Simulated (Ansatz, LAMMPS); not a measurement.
# Glassy CaAl2Si6O16 (125 atoms): a short ab initio trajectory

Aim: follow glassy CaAl2Si6O16 (125 atoms) for a short time with forces from DFT, then look at structure and electrons in the last frame.

Method: Kohn-Sham DFT, PBE, PAW (set soft_2), plane waves, in Ansatz 0.2.0.

**What experiment says.** A Ca0.125Al0.25Si0.75O2 glass plate was measured by high-energy x-ray diffraction at 20 K and the Ca-O distance was fitted in the PDF (“Polyhedral units and network connectivity in calcium aluminosilicate glasses from high-energy x-ray diffraction”, 2000, arxiv:cond-mat/0007490): nearest Ca–O distance 2.32 Å; number of O about Ca 5.3.

## 1. The starting structure

The cell holds 125 atoms: 10 Al, 5 Ca, 80 O and 30 Si. Cell: a = 11.726 Å, b = 11.726 Å, c = 11.726 Å, α = 90.0°, β = 90.0°, γ = 90.0°. 125 atoms (10 Al, 5 Ca, 80 O, 30 Si) placed at random at 2.61 g/cm³, melted at 4500 K for 20 ps at fixed volume with the Morse and Coulomb pair potential with partial charges (Pedone, Malavasi, Menziani, Cormack and Segre, J. Phys. Chem. B 110, 11780 (2006)). Quenched from 4500 K to 300 K at 10 K/ps and fixed volume, held 20 ps at zero pressure.

What the set-up can't give: The quench rate of 10 K/ps is many orders above laboratory rates, so the cell is likely richer in defects and strain than a real sample. The network of bonds at the start is that of the classical potential that made the cell. Only the Γ point is sampled, in a cell whose shortest periodic width is 12 Å.

## 2. Single point at the start

A single point comes first, to see the forces before anything moves.

input.yaml reads:

```yaml
crystal:
  lattice:
    - [11.72554, 0.0, 0.0]
    - [0.0, 11.72554, 0.0]
    - [0.0, 0.0, 11.72554]
  atoms:
    - { symbol: Al, position: [0.76085, 0.10035, 0.12857] }
    - { symbol: Al, position: [0.00569, 0.9103, 0.93027] }
    - { symbol: Al, position: [0.98904, 0.31909, 0.7613] }
    - { symbol: Al, position: [0.62831, 0.0934, 0.70774] }
    [... 115 atom lines left out ...]
    - { symbol: Si, position: [0.26778, 0.05387, 0.6268] }
    - { symbol: Si, position: [0.28315, 0.50736, 0.33841] }
    - { symbol: Si, position: [0.81102, 0.90266, 0.73124] }
    - { symbol: Si, position: [0.1892, 0.19879, 0.31454] }
    - { symbol: Si, position: [0.11271, 0.54728, 0.04127] }
    - { symbol: Si, position: [0.92768, 0.54709, 0.84501] }
kpoints:
  mp_grid: { grid: [1, 1, 1] }
hamiltonian:
  xc: pbe
scf:
  occupations: { method: fixed }
output:
  forces: true
```

Launch:

```sh
$ ansatz run input.yaml --threads 4 --pin off --max-ram 8192MiB --backend cpu --events-out ev --progress --plain --runs-dir out
```

The job ended after 21 s (4 threads of Arm Neoverse V1, shared host; peak memory 2.1 GiB; 80 s of CPU time).

Numbers from this run:

- free energy: -79068.2628 eV
- free energy per atom: -632.5461 eV/atom
- SCF cycles: 10
- r.m.s. force component: 1.293 eV/Å
- longest force: 6.305 eV/Å
- Fermi energy: 4.817 eV

The r.m.s. force component of 1.3 eV/Å sets the starting point.

Neighbours are counted within 2.12 Å (O-Si), 2.48 Å (O-Al), 2.83 Å (O-Ca).

Length of the force by element and coordination:

| element | coordination | atoms | mean length of the force (eV/Å) | spread | least | most |
| --- | --- | --- | --- | --- | --- | --- |
| Al | all | 10 | 1.47 | 0.358 | 0.887 | 2.13 |
| Ca | all | 5 | 0.835 | 0.363 | 0.323 | 1.35 |
| Ca | 4 | 1 | 0.555 | 0 | 0.555 | 0.555 |
| Ca | 5 | 2 | 0.686 | 0.362 | 0.323 | 1.05 |
| Ca | 6 | 2 | 1.12 | 0.228 | 0.896 | 1.35 |
| O | all | 80 | 1.75 | 0.894 | 0.292 | 4.15 |
| O | 2 | 54 | 1.82 | 0.960 | 0.465 | 4.15 |
| O | 3 | 26 | 1.59 | 0.713 | 0.292 | 3.18 |
| Si | all | 30 | 2.80 | 1.36 | 0.508 | 6.30 |

## 3. Dynamics at 300 K

A Langevin thermostat couples each atom to a heat bath, at the price of damped dynamics. The time step is 1.0 fs.

input.yaml: that of step 2 with these lines changed.

```diff
@@ -15 +15,8 @@
   forces: true
+md:
+  timestep: 1.0
+  n_steps: 182
+  ensemble: nvt_langevin
+  temperature: 300
+  initial_velocities: maxwell_boltzmann
+  seed: 478
```

The job ended after 45 min (4 threads; peak memory 2.2 GiB; 2.9 h of CPU time).

The program notes that it switched symmetry off.

The trajectory, sampled:

```
time (fs)  T (K)  potential (meV/atom)
      0.0    298                   0.0
     12.0    438                 -19.1
     24.0    422                 -22.1
     36.0    359                 -12.9
     49.0    420                 -22.8
     61.0    370                 -21.7
     73.0    372                 -24.0
     85.0    335                 -23.5
     97.0    339                 -26.9
    109.0    353                 -32.2
    121.0    365                 -34.2
    133.0    296                 -28.3
    146.0    309                 -32.8
    158.0    311                 -34.0
    170.0    308                 -33.6
    182.0    325                 -32.4
```

Mean square displacement from the first frame to the last: Al 0.051 Å², Ca 0.10 Å², O 0.083 Å², Si 0.047 Å².

The mean square displacement by time lag:

| time lag (fs) | Al (Å²) | Ca (Å²) | O (Å²) | Si (Å²) |
| --- | --- | --- | --- | --- |
| 1.0 | 3.2e-5 | 2.0e-5 | 5.5e-5 | 3.2e-5 |
| 8.0 | 0.00189 | 0.00126 | 0.00323 | 0.00186 |
| 12.0 | 0.00395 | 0.00278 | 0.00661 | 0.00373 |
| 19.0 | 0.00833 | 0.00665 | 0.0134 | 0.00709 |
| 27.0 | 0.0132 | 0.0125 | 0.0209 | 0.00995 |
| 34.0 | 0.0166 | 0.0185 | 0.0273 | 0.0119 |
| 38.0 | 0.0182 | 0.0222 | 0.0309 | 0.0130 |
| 46.0 | 0.0209 | 0.0297 | 0.0374 | 0.0153 |
| 53.0 | 0.0229 | 0.0364 | 0.0415 | 0.0173 |
| 57.0 | 0.0239 | 0.0401 | 0.0433 | 0.0185 |
| 64.0 | 0.0253 | 0.0461 | 0.0462 | 0.0206 |
| 72.0 | 0.0265 | 0.0521 | 0.0496 | 0.0227 |
| 79.0 | 0.0273 | 0.0565 | 0.0524 | 0.0240 |
| 83.0 | 0.0276 | 0.0587 | 0.0538 | 0.0247 |
| 91.0 | 0.0288 | 0.0628 | 0.0565 | 0.0263 |

Over the second half of 182 fs the temperature averages 323 K, falling from about 341 to 305 K (means over the first and last quarter of that half). From first frame to last Ca has the largest mean square displacement, 0.10 Å² at the end; the farthest move is 0.58 Å. The count of bonds goes from 190 in the first frame to 190 in the last, by one set of cutoffs: 1 pairs passed out of them and 1 came within. The run spans 0.18 ps, too short for its means to be equilibrium values.

## 4. Structure statistics late in the run

The g(r) is a mean over the second half; what follows it is taken at the last frame.

Bonds before and after, by the cutoffs listed below:

```csv
pair,bonds before,bonds after,mean before (Å),mean after (Å),spread before (Å),spread after (Å)
O-Si,120,120,1.618,1.636,0.050,0.043
O-Al,40,40,1.754,1.770,0.089,0.072
O-Ca,30,30,2.544,2.461,0.214,0.204
```

Density 2.67 g/cm³, 12.90 Å³ an atom.

Mean of 15 frames. Pair distribution functions g(r), in bins of 0.2 Å:

```
r (Å)  total   O-O  O-Si  O-Al  O-Ca  Si-Si  Si-Al
 1.50   0.83  0.00  2.71  0.00  0.00   0.00   0.00
 1.70   3.62  0.00  9.28  7.50  0.00   0.00   0.00
 1.90   0.27  0.00  0.01  2.58  0.06   0.00   0.00
 2.10   0.06  0.00  0.00  0.16  0.84   0.00   0.00
 2.30   0.14  0.02  0.00  0.00  2.63   0.00   0.00
 2.50   0.73  1.42  0.00  0.02  2.87   0.00   0.00
 2.70   1.75  4.07  0.05  0.14  0.98   0.00   0.14
 2.90   0.87  1.48  0.11  0.31  0.65   1.27   1.81
 3.10   1.00  0.91  0.37  0.31  0.46   3.99   4.45
 3.30   0.84  0.73  0.74  0.75  0.59   1.11   1.73
 3.50   0.85  0.62  1.29  1.05  0.59   0.03   0.14
 3.70   0.96  0.61  1.46  1.31  0.71   0.37   0.16
 3.90   1.08  0.64  1.58  1.43  1.27   1.23   0.50
 4.10   1.27  0.70  2.20  1.43  1.00   0.87   1.04
 4.30   1.17  0.81  1.54  1.91  0.99   0.95   1.17
 4.50   0.95  0.91  0.89  1.18  1.12   1.00   1.22
 4.70   0.99  1.18  0.65  0.79  1.20   1.59   1.40
 4.90   1.04  1.46  0.56  0.72  1.17   1.08   1.21
 5.10   1.08  1.57  0.53  0.55  1.44   1.35   1.05
 5.30   1.06  1.29  0.79  0.89  0.94   1.40   1.23
 5.50   0.95  0.95  0.95  1.05  0.61   1.05   0.77
 5.70   0.99  0.85  1.11  1.04  0.82   0.89   1.31
```

Bonds by pair of elements; cutoffs follow the first minimum of g(r), held within bounds set by covalent radii, and pairs that aren't listed don't count as bonded:

| pair A-B | cutoff (Å) | bonds | mean length (Å) | spread (Å) | shortest (Å) | B about A | A about B |
| --- | --- | --- | --- | --- | --- | --- | --- |
| O-Si | 2.12 | 120 | 1.64 | 0.043 | 1.55 | 1.5 | 4 |
| O-Al | 2.38 | 40 | 1.77 | 0.072 | 1.64 | 0.5 | 4 |
| O-Ca | 3.08 | 30 | 2.46 | 0.204 | 2.06 | 0.375 | 6 |

How many atoms have how many bonded neighbours:

```csv
element,mean,2,3,4,5,6,7
Al,4,0,0,10,0,0,0
Ca,6,0,0,0,2,1,2
O,2.38,50,30,0,0,0,0
Si,4,0,0,30,0,0,0
```

Bond angles, per cent of each kind in bins of 5°:

| angle (°) | O-Si-O | O-Ca-O | O-Al-O | Si-O-Si | Al-O-Si |
| --- | --- | --- | --- | --- | --- |
| 50–55 | 0.0 | 2.6 | 0.0 | 0.0 | 0.0 |
| 55–60 | 0.0 | 3.9 | 0.0 | 0.0 | 0.0 |
| 60–65 | 0.0 | 5.2 | 0.0 | 0.0 | 0.0 |
| 65–70 | 0.0 | 6.5 | 0.0 | 0.0 | 0.0 |
| 70–75 | 0.0 | 6.5 | 0.0 | 0.0 | 0.0 |
| 75–80 | 0.0 | 6.5 | 0.0 | 0.0 | 0.0 |
| 80–85 | 0.0 | 5.2 | 0.0 | 0.0 | 0.0 |
| 85–90 | 0.0 | 6.5 | 1.7 | 0.0 | 0.0 |
| 90–95 | 1.7 | 9.1 | 6.7 | 0.0 | 0.0 |
| 95–100 | 3.9 | 2.6 | 6.7 | 0.0 | 0.0 |
| 100–105 | 19.4 | 1.3 | 23.3 | 0.0 | 2.7 |
| 105–110 | 30.0 | 7.8 | 23.3 | 0.0 | 5.4 |
| 110–115 | 27.8 | 5.2 | 15.0 | 0.0 | 2.7 |
| 115–120 | 13.9 | 1.3 | 6.7 | 4.7 | 10.8 |
| 120–125 | 3.3 | 3.9 | 8.3 | 2.3 | 8.1 |
| 125–130 | 0.0 | 5.2 | 3.3 | 14.0 | 10.8 |
| 130–135 | 0.0 | 1.3 | 5.0 | 14.0 | 8.1 |
| 135–140 | 0.0 | 6.5 | 0.0 | 4.7 | 13.5 |
| 140–145 | 0.0 | 5.2 | 0.0 | 11.6 | 13.5 |
| 145–150 | 0.0 | 1.3 | 0.0 | 18.6 | 8.1 |
| 150–155 | 0.0 | 0.0 | 0.0 | 7.0 | 5.4 |
| 155–160 | 0.0 | 2.6 | 0.0 | 7.0 | 5.4 |
| 160–165 | 0.0 | 1.3 | 0.0 | 2.3 | 2.7 |
| 165–170 | 0.0 | 0.0 | 0.0 | 9.3 | 0.0 |
| 170–175 | 0.0 | 2.6 | 0.0 | 4.7 | 2.7 |

Bond angles (no mean is given where the spread exceeds 20°):

```
  angle  count  mean (°)  spread (°)
 O-Si-O    180       109         5.9
 O-Ca-O     77         -           -
 O-Al-O     60       109        10.1
Si-O-Si     43       144        14.7
Al-O-Si     37       134        16.1
```

Oxygen atoms by the number of network formers (Si, P, Ge, B, Al, As, Ga) bound to them:

| network formers bound to O | O atoms | per cent |
| --- | --- | --- |
| 0 | 0 | 0 |
| 1 | 3 | 3.8 |
| 2 | 74 | 92.5 |
| 3 | 3 | 3.8 |

Network units: each former by its oxygen neighbours and how many of them bridge to another former:

| former | O neighbours | bridging O | atoms |
| --- | --- | --- | --- |
| Si | 4 | 3 | 1 |
| Si | 4 | 4 | 29 |
| Al | 4 | 3 | 2 |
| Al | 4 | 4 | 8 |

Bond length by coordination (bonds to H left out):

| element | coordination | atoms | mean bond length (Å) |
| --- | --- | --- | --- |
| Ca | 5 | 2 | 2.38 |
| Ca | 6 | 1 | 2.51 |
| Ca | 7 | 2 | 2.5 |
| O | 2 | 50 | 1.65 |
| O | 3 | 30 | 1.96 |

Rings of the network by King's shortest-path rule, up to 12 atoms, one path for each pair of neighbours; H, halogens, alkali and alkaline-earth atoms are left out, and the last column divides by all other atoms, bonded or not:

```
ring size (atoms)  rings  per network atom
                6      2             0.017
                8      5             0.042
               10     19             0.158
               12     20             0.167
```

For some of the pairs, g(r) has its first main peak near 2.7 Å (O-O), 1.6 Å (O-Si), 1.8 Å (O-Al), 2.4 Å (O-Ca), 3.1 Å (Si-Si) and 3.1 Å (Si-Al). With the cutoffs above, all Al atoms have 4, 40 % of Ca atoms have 5 and as many 7, 62 % of O atoms have 2 and all Si atoms have 4 bonded neighbours. The O-Si-O angle averages 109° with a spread of 6°. 92 % of the oxygens bridge two formers (Si and Al) and 4 % are non-bridging; 4 % join three. The commonest Si unit has 4 oxygens, 4 of them shared with other formers (29 of 30 atoms). Rings of 12 atoms are the most common (43 % of those counted); sizes run from 6 to 12, where the search stops.

## 5. Single point at the last frame

The last frame is solved again with fuller output, to read the electronic structure of a thermally displaced geometry.

input.yaml reads:

```yaml
crystal:
  lattice:
    - [11.72554, 0.0, 0.0]
    - [0.0, 11.72554, 0.0]
    - [0.0, 0.0, 11.72554]
  atoms:
    - { symbol: Al, position: [0.75654, 0.12675, 0.12699] }
    - { symbol: Al, position: [0.9917, 0.91373, 0.95033] }
    - { symbol: Al, position: [0.97789, 0.31385, 0.76946] }
    - { symbol: Al, position: [0.62278, 0.09659, 0.70833] }
    [... 115 atom lines left out ...]
    - { symbol: Si, position: [0.26074, 0.0436, 0.6365] }
    - { symbol: Si, position: [0.28745, 0.51327, 0.35952] }
    - { symbol: Si, position: [0.80717, 0.90358, 0.73639] }
    - { symbol: Si, position: [0.20328, 0.19044, 0.32859] }
    - { symbol: Si, position: [0.11164, 0.53679, 0.04347] }
    - { symbol: Si, position: [0.92916, 0.55326, 0.85051] }
kpoints:
  mp_grid: { grid: [1, 1, 1] }
hamiltonian:
  xc: pbe
scf:
  occupations: { method: fixed }
output:
  forces: true
  stress: true
  populations: true
  dos:
    method: { smearing: { sigma: 0.1 } }
    de: 0.1
    projected: { site_lists: { Al: [Al], Ca: [Ca], O: [O], Si: [Si] } }
  eigenvalues: true
  write_density: true
  write_potential: true
  volumetric_format: npy
  elf: true
```

The job ended after 40 s (4 threads; peak memory 2.3 GiB).

Numbers from this run:

* free energy: -79072.3079 eV
* free energy per atom: -632.5785 eV/atom
* SCF cycles: 9
* pressure: 2.486 GPa
* r.m.s. force component: 0.8436 eV/Å
* longest force: 3.114 eV/Å
* Fermi energy: 4.751 eV
* gap (highest filled to lowest empty level): 3.057 eV
* spilling of the projection: 0.01277

Neighbours are counted within 2.12 Å (O-Si), 2.38 Å (O-Al), 3.08 Å (O-Ca), the cutoffs taken from the dynamics.

Length of the force by element and coordination:

```csv
element,coordination,atoms,mean length of the force (eV/Å),spread,least,most
Al,all,10,1.56,0.523,0.738,2.32
Ca,all,5,0.852,0.365,0.330,1.36
Ca,5,2,1.24,0.116,1.13,1.36
Ca,6,1,0.840,0,0.840,0.840
Ca,7,2,0.467,0.138,0.330,0.605
O,all,80,1.15,0.646,0.210,2.97
O,2,50,1.14,0.648,0.279,2.61
O,3,30,1.17,0.641,0.210,2.97
Si,all,30,1.63,0.742,0.223,3.11
```

Löwdin charges by element and coordination (they lack the spilled electrons, 0.069 e an atom on average):

```
element  coordination  atoms  mean charge (e)  spread   least    most
     Al           all     10             1.34  0.0429    1.26    1.41
     Ca           all      5             1.82  0.0055    1.81    1.83
     Ca             5      2             1.82  0.0032    1.81    1.82
     Ca             6      1             1.81       0    1.81    1.81
     Ca             7      2             1.82  0.0067    1.81    1.83
      O           all     80           -0.826  0.0661   -1.14  -0.742
      O             2     50           -0.801   0.039  -0.964  -0.754
      O             3     30           -0.867  0.0801   -1.14  -0.742
     Si           all     30             1.74  0.0253    1.68    1.79
```

States in the cell by windows of 1 eV, zero at the Fermi level; the larger projections on atomic orbitals stand beside the total:

```
from (eV)  to (eV)  total   O p  Si p
      -10       -9   15.4  10.5   1.0
       -9       -8   21.7  15.4   2.1
       -8       -7   36.3  27.5   5.5
       -7       -6   43.6  34.0   5.8
       -6       -5   50.1  40.6   4.7
       -5       -4   72.8  64.2   3.5
       -4       -3   86.0  79.3   2.4
       -3       -2   85.2  80.4   1.4
       -2       -1   45.7  43.5   0.5
       -1        0   10.1   9.5   0.1
        0        1    0.5   0.5   0.0
        1        2    0.0   0.0   0.0
        2        3    0.9   0.0   0.0
        3        4    1.9   0.1   0.1
        4        5   22.3   1.4   2.0
```

With fixed occupations the program's Fermi level is the highest filled level; weight inside the gap is the broadening of levels at its edges.

Between -26 and -10 eV lie 202 more states.

The levels nearest the highest filled one (over half full), pooled over k-points and spins:

| level less the highest filled one (eV) | occupation |
| --- | --- |
| -0.994 | 2 |
| -0.834 | 2 |
| -0.657 | 2 |
| -0.531 | 2 |
| -0.439 | 2 |
| 0 | 2 |
| 3.06 | 0 |
| 4.08 | 0 |
| 4.16 | 0 |
| 4.31 | 0 |
| 4.44 | 0 |
| 4.50 | 0 |

Mean Löwdin charges: Al +1.34, Ca +1.82, O -0.83, Si +1.74 e (they miss 1.3 % of the electrons, so they add up to more than the cell's charge).

## 6. Results

| Quantity | Value |
| --- | --- |
| mean temperature, second half | 323.4 K |
| temperature swing, second half | 20.88 K |
| free energy per atom | -632.5785 eV/atom |
| pressure | 2.486 GPa |
| r.m.s. force component | 0.8436 eV/Å |
| gap (highest filled to lowest empty level) | 3.057 eV |
| wall time of the 3 DFT runs | 46 min |

What this shows: Over the second half of 182 fs the temperature averages 323 K, falling from about 341 to 305 K (means over the first and last quarter of that half). The count of bonds goes from 190 in the first frame to 190 in the last, by one set of cutoffs: 1 pairs passed out of them and 1 came within. The run spans 0.18 ps, too short for its means to be equilibrium values. With the cutoffs above, all Al atoms have 4, 40 % of Ca atoms have 5 and as many 7, 62 % of O atoms have 2 and all Si atoms have 4 bonded neighbours. 92 % of the oxygens bridge two formers (Si and Al) and 4 % are non-bridging; 4 % join three. Between filled and empty levels lie 3.06 eV (at Γ alone); a semilocal functional tends to put such gaps too low. In a disordered cell it changes from sample to sample, and tail or defect levels can set it.

Caveats: The starting topology of bonds comes from the classical model; in DFT 1 of its 190 bonded pairs passed out of the cutoffs and 1 came within them. The pressure of 2.5 GPa is that of one thermal frame at a volume set beforehand, without the kinetic term.

Against the measurements quoted at the start:

```csv
quantity,measured,this cell,difference,method of the measurement
nearest Ca–O distance,2.32 Å,2.37 Å,+2.2 %,"high-energy XRD, PDF Gaussian fit"
number of O about Ca,5.3,6,+13.2 %,"high-energy XRD, PDF Gaussian fit"
```

The cell differs from the measured distances by up to 2.2 % and neighbour counts by up to 13.2 %. Distances of this cell are positions of the first main peak of g(r), or bond means where the peak is narrow; means over all bonds within a cutoff lie farther out for broad shells. The network comes from the model that made the cell; in DFT 1 of its 190 bonded pairs passed out of the cutoffs and 1 came within them. Our coordination numbers hang on a cutoff, and experiments count neighbours in their own ways.

[Logs are printed without paths, hosts, clocks, repeated set-up lines and the standing remarks that a program may print on its own settings, such as how far it seeks lower states.]

[Hosts, paths, dates, database ids (printed as entryN), source tags and the programs' standing remarks are cut or masked in the printed files.]
